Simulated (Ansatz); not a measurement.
CO2 (Pa-3), computed twice by G0W0.

It takes space group Pa-3 (No. 205, cubic). The conventional cell has a = 5.497 Å, b = 5.497 Å, c = 5.497 Å, α = 90.00°, β = 90.00°, γ = 90.00°. C has 2 O at 1.17 Å nearest. Nearest to O lie 1 C at 1.17 Å. Farther neighbours and most contacts between anions are not listed.

```yaml
crystal:
  lattice:
    - [5.49707, 0.00000, 0.00000]
    - [0.00000, 5.49707, 0.00000]
    - [0.00000, 0.00000, 5.49707]
  atoms:
    - { symbol: C, position: [0.00000, 0.00000, 0.00000] }
    - { symbol: C, position: [0.50000, 0.00000, 0.50000] }
    - { symbol: C, position: [0.50000, 0.50000, 0.00000] }
    - { symbol: C, position: [0.00000, 0.50000, 0.50000] }
    - { symbol: O, position: [0.12254, 0.12254, 0.12254] }
    - { symbol: O, position: [0.37746, 0.87746, 0.62254] }
    - { symbol: O, position: [0.62254, 0.37746, 0.87746] }
    - { symbol: O, position: [0.87746, 0.62254, 0.37746] }
    - { symbol: O, position: [0.87746, 0.87746, 0.87746] }
    - { symbol: O, position: [0.62254, 0.12254, 0.37746] }
    - { symbol: O, position: [0.37746, 0.62254, 0.12254] }
    - { symbol: O, position: [0.12254, 0.37746, 0.62254] }
```

The cell and positions are those that the Materials Project relaxed with its own functionals (PBE, PBE+U or r2SCAN), kept fixed.

The first (Ansatz 0.2.0; start PBE, 4×4×4 mesh, 377 empty bands, screening to 100 eV, PAW set soft_1 files; 1 × NVIDIA H100 80GB HBM3 (shared by 3 runs) with 4 threads of AMD EPYC 7R13 (Zen 3), shared host) gave, on its mesh: starting gap 6.87 eV, G0W0 gap 10.42 eV, RPA ε∞ (mean) 1.95, 17 s.

Question: The second changes start from PBE to PBEsol and mesh from 4×4×4 to 2×2×2. What does it give?

It gave: starting gap 6.79 eV, G0W0 gap 10.43 eV, RPA ε∞ (mean) 1.96, 9.1 s. The G0W0 gap moves by +0.01 eV, −0.08 eV from the start and +0.09 eV from the correction. Σc changes by +0.06 eV at the valence top and −0.06 eV at the conduction bottom, and Σx − Vxc between them by +0.21 eV.

Limits: not at the basis limit; coarse k mesh.

[Paths, hosts, dates, memory and timing lines, banners, echoed tables and standing remarks are left out of the program output.]

[Logs are printed without paths, hosts, clocks, repeated set-up lines and the standing remarks that a program may print on its own settings, such as how far it seeks lower states.]

[Runs of the session that timed out or met a known fault of the program may be left out.]

[Cells called generated may have been cut or substituted from an entry of the Crystallography Open Database or the Materials Project.]

[Hosts, paths, dates, database ids (printed as entryN), source tags and the programs' standing remarks are cut or masked in the printed files.]
